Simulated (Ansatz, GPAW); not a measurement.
# A 8-layer slab of W(111): simulated STM images, part 2 of 3

What would a tunnelling microscope show on a 8-layer slab of W(111)?

GPAW 26.7.0 and Ansatz 0.2.0; Ansatz plane waves; slab in vacuum with a dipole correction, relaxation (the session's first sound run).

So far, dipole along the normal (e·Å): step 2 (relaxation) -0.0129.

## (3) The slab's potential

With the geometry fixed, the planar mean of the potential gives the vacuum level on each side.

This step: GPAW, PAW setups; slab in vacuum (GPAW 26.7.0).

run.py

```python
import json
import numpy as np
from ase import Atoms
from ase.dft.stm import STM
from gpaw import GPAW, PW

slab = Atoms(
    ['W', 'W', 'W', 'W', 'W', 'W', 'W', 'W'],
    positions=[
        [4.46891, 2.58013, 7.00000],
        [0.00000, 0.00000, 7.91221],
        [2.23446, 1.29006, 8.82443],
        [4.46891, 2.58013, 9.73664],
        [-0.00000, -0.00000, 10.64418],
        [2.23446, 1.29006, 11.69938],
        [4.46891, 2.58013, 12.42464],
        [-0.00000, -0.00000, 13.18171]],
    cell=[[4.46891, 0.0, 0.0], [2.23446, 3.87019, 0.0], [0.0, 0.0, 20.38549]],
    pbc=[True, True, False])

slab.calc = GPAW(mode=PW(400), xc='PBE', kpts={'size': (8, 8, 1), 'gamma': True},
                 occupations={'name': 'fermi-dirac', 'width': 0.1}, nbands='140%',
                 convergence={'density': 1e-05}, maxiter=200,
                 poissonsolver={'dipolelayer': 'xy'},
                 symmetry={'tolerance': 1e-3}, txt='slab.txt')
result = {}
energy = slab.get_potential_energy()
fermi = slab.calc.get_fermi_level()
v = slab.calc.get_electrostatic_potential().mean((0, 1)) - fermi
n = slab.calc.get_pseudo_density().mean((0, 1))
L = slab.cell[2, 2]
z = np.arange(len(v)) * L / len(v)
low, high = slab.positions[:, 2].min(), slab.positions[:, 2].max()
below, above = np.interp([low - 4.8, high + 4.8], z, v)
slopes = [np.interp(x, z, np.gradient(v, z)) for x in (low - 4.8, high + 4.8)]
eps = np.array([[slab.calc.get_eigenvalues(k, s) for k in range(len(slab.calc.get_ibz_k_points()))]
                for s in range(slab.calc.get_number_of_spins())]) - fermi
top, bottom = eps[eps < 0].max(), eps[eps > 0].min()
dipole = slab.get_dipole_moment()[2]
print(f'energy {energy:.4f} eV, Fermi level {fermi:.4f} eV, dipole {dipole:.5f} e A')
print(f'potential 4.8 A off the faces, from the Fermi level: lower {below:.4f} eV, upper {above:.4f} eV')
print(f'slope of the potential there: lower {slopes[0]:.5f}, upper {slopes[1]:.5f} eV/A')
print(f'nearest levels on the mesh: {top:.4f} and {bottom:.4f} eV')
print('magnetic moment', round(slab.get_magnetic_moment(), 3))
result.update(energy=energy, fermi=fermi, dipole=dipole, below=below, above=above, slopes=slopes, edges=[top, bottom],
              z=z.tolist(), v=v.tolist(), n=n.tolist(), positions=slab.positions.tolist(),
              forces=slab.get_forces(apply_constraint=False).tolist(), moments=slab.get_magnetic_moments().tolist())

# Images need the states of the whole zone, up to time reversal
slab.calc = slab.calc.fixed_density(symmetry={'point_group': False}, txt='states.txt',
                                    convergence={'bands': 'CBM+1.3'})
stm = STM(slab)
result['stm'] = []
for bias in [-1.0, 1.0]:
    height = high + 4.0
    current = stm.get_averaged_current(bias, height)
    x, y, h = stm.scan(bias, current)
    # [... one line left out ...]
    print(f'bias {bias} V: mean current at 4.0 A {current:.4e}, corrugation {np.ptp(h):.4f} A')
    result['stm'].append(dict(bias=bias, current=current, h=(h - high).tolist(), I=I.tolist()))
json.dump(result, open('result.json', 'w'))
```

The run is started by

```console
$ OMP_NUM_THREADS=1 OPENBLAS_NUM_THREADS=2 python run.py
```

Output:

```text
energy -84.2350 eV, Fermi level 2.6323 eV, dipole -0.01260 e A
potential 4.8 A off the faces, from the Fermi level: lower 4.0376 eV, upper 4.1720 eV
slope of the potential there: lower -0.00138, upper 0.00107 eV/A
nearest levels on the mesh: -0.0082 and 0.0099 eV
magnetic moment 0.0
bias -1.0 V: mean current at 4.0 A 3.2833e-05, corrugation 0.1507 A
bias 1.0 V: mean current at 4.0 A 3.4202e-05, corrugation 0.4585 A
```

It took 22 min on 2 threads of Arm Neoverse N1, shared host; peak memory 0.71 GiB.

This step gave:

| Property | Result |
| --- | --- |
| dipole along the normal | -0.01260 e·Å |
| levels nearest the Fermi level on the mesh | -0.008177, 0.009874 eV from the Fermi level |
| upper work function | 4.172 eV |
| lower work function | 4.038 eV |
| corrugation -1 | 0.1507 Å |
| corrugation 1 | 0.4585 Å |

Table of electrostatic potential energy of an electron (without an applied field's), less the Fermi level, planar mean by z:

```csv
z (Å),"electrostatic potential energy of an electron (without an applied field's), less the Fermi level, planar mean (eV)"
0,4.11
1,4.04
2,4.04
3,4.03
4,4.01
5,3.74
6,1.24
7,-12.1
8,-14.7
9,-14.8
10,-14.5
11,-12.4
12,-17.3
13,-15.5
14,-0.243
15,3.74
16,4.13
17,4.17
18,4.17
19,4.17
20,4.17
```

Table of pseudo valence density, planar mean by z:

| z (Å) | pseudo valence density, planar mean (e/Å³) |
| --- | --- |
| 0.00 | 0 |
| 0.64 | 0 |
| 1.06 | 1.3e-6 |
| 1.70 | 5.5e-6 |
| 2.12 | 1.4e-5 |
| 2.76 | 5.8e-5 |
| 3.19 | 1.5e-4 |
| 3.82 | 6.0e-4 |
| 4.46 | 0.00243 |
| 4.88 | 0.00625 |
| 5.52 | 0.0260 |
| 5.95 | 0.0738 |
| 6.58 | 0.433 |
| 7.01 | 0.892 |
| 7.64 | 0.837 |
| 8.28 | 0.795 |
| 8.71 | 0.961 |
| 9.34 | 0.784 |
| 9.77 | 0.997 |
| 10.41 | 0.863 |
| 10.83 | 0.874 |
| 11.47 | 0.863 |
| 11.89 | 1.03 |
| 12.53 | 1.08 |
| 13.17 | 0.962 |
| 13.59 | 0.466 |
| 14.23 | 0.0816 |
| 14.65 | 0.0285 |
| 15.29 | 0.00649 |
| 15.71 | 0.00242 |
| 16.35 | 5.6e-4 |
| 16.99 | 1.3e-4 |
| 17.41 | 4.8e-5 |
| 18.05 | 1.1e-5 |
| 18.47 | 4.1e-6 |
| 19.11 | 0 |
| 19.54 | 0 |
| 20.17 | 0 |

Tip height over the top atom over a1 and a2. Sample bias -1 V, constant current at the mean current 4.0 Å over the top atom.

Ten even steps from '_' (3.91 Å) to '@' (4.06 Å):
```
@@@@@@@@%%##****++++++++++++++****##%%@@@@
@@@@@@@@%%%%##********************##%%%%@@
%%%%%%%%%%%%####******************####%%%%
##%%%%%%########********####********######
**##****##**************######************
************************########**********
++++++++++++++++++******##########******++
==================++****############****++
====------------====++****##########****++
==----::::::::::----==++****************++
==--::::........::::--==++**************++
==--::::..______..::::--==++************++
====--::..________..::--====++**********++
++==--::..__________..::--==++****####****
**++==--::..________..::--==++****######**
****++==--::..______..::--==++****##%%%%##
####**++==--::........::--==++**####%%%%%%
%%%%****++==--::::::::::--==++****%%%%@@@@
@@%%%%****++==----::::----==++****%%%%@@@@
@@@@%%%%##**++====------====++**##%%%%@@@@
@@@@@@%%##****++============++****##%%@@@@
```
Columns: a1 from 0 to 0.952; rows upwards: a2 from 0 to 0.952.

Tip height over the top atom over a1 and a2. Sample bias 1 V, constant current at the mean current 4.0 Å over the top atom.

Ten even steps from '0' (3.71 Å) to '9' (4.17 Å):
```
999998766555556678999
999998876665566678899
999998877666666677889
888888877666666667788
788887777666666666777
777777766666666666666
666666666666666666666
555555555566666666665
544444444555666666655
443322233445566666655
443211112344566666665
543211011234556666665
543210000123456677766
654311000113456677776
765421000012456778887
776542110112456778888
887654211112456788999
988765432223456788999
998876543333456788999
999887654444456788999
999987765544556778999
```
Columns: a1 from 0 to 0.952; rows upwards: a2 from 0 to 0.952.

Force by atom:

| atom | x (eV/Å) | y (eV/Å) | z (eV/Å) | size |
| --- | --- | --- | --- | --- |
| W1 | 0.00 | 0.00 | 1.93 | 1.93 |
| W2 | 0.00 | 0.00 | -0.23 | 0.23 |
| W3 | 0.00 | 0.00 | -1.05 | 1.05 |
| W4 | 0.00 | 0.00 | -0.61 | 0.61 |
| W5 | 0.00 | 0.00 | -0.02 | 0.02 |
| W6 | 0.00 | 0.00 | -0.01 | 0.01 |
| W7 | 0.00 | 0.00 | -0.02 | 0.02 |
| W8 | 0.00 | 0.00 | 0.01 | 0.01 |

The potential is flat to 0.001 eV/Å where it is read, so the vacuum is wide enough. The geometry is the other program's minimum; here the largest force on a free atom is 0.025 eV/Å.

(Part 2 of 3 ends here.)

[Logs are printed without paths, hosts, clocks, repeated set-up lines and the standing remarks that a program may print on its own settings, such as how far it seeks lower states.]

[Hosts, paths, dates, database ids (printed as entryN), source tags and the programs' standing remarks are cut or masked in the printed files.]
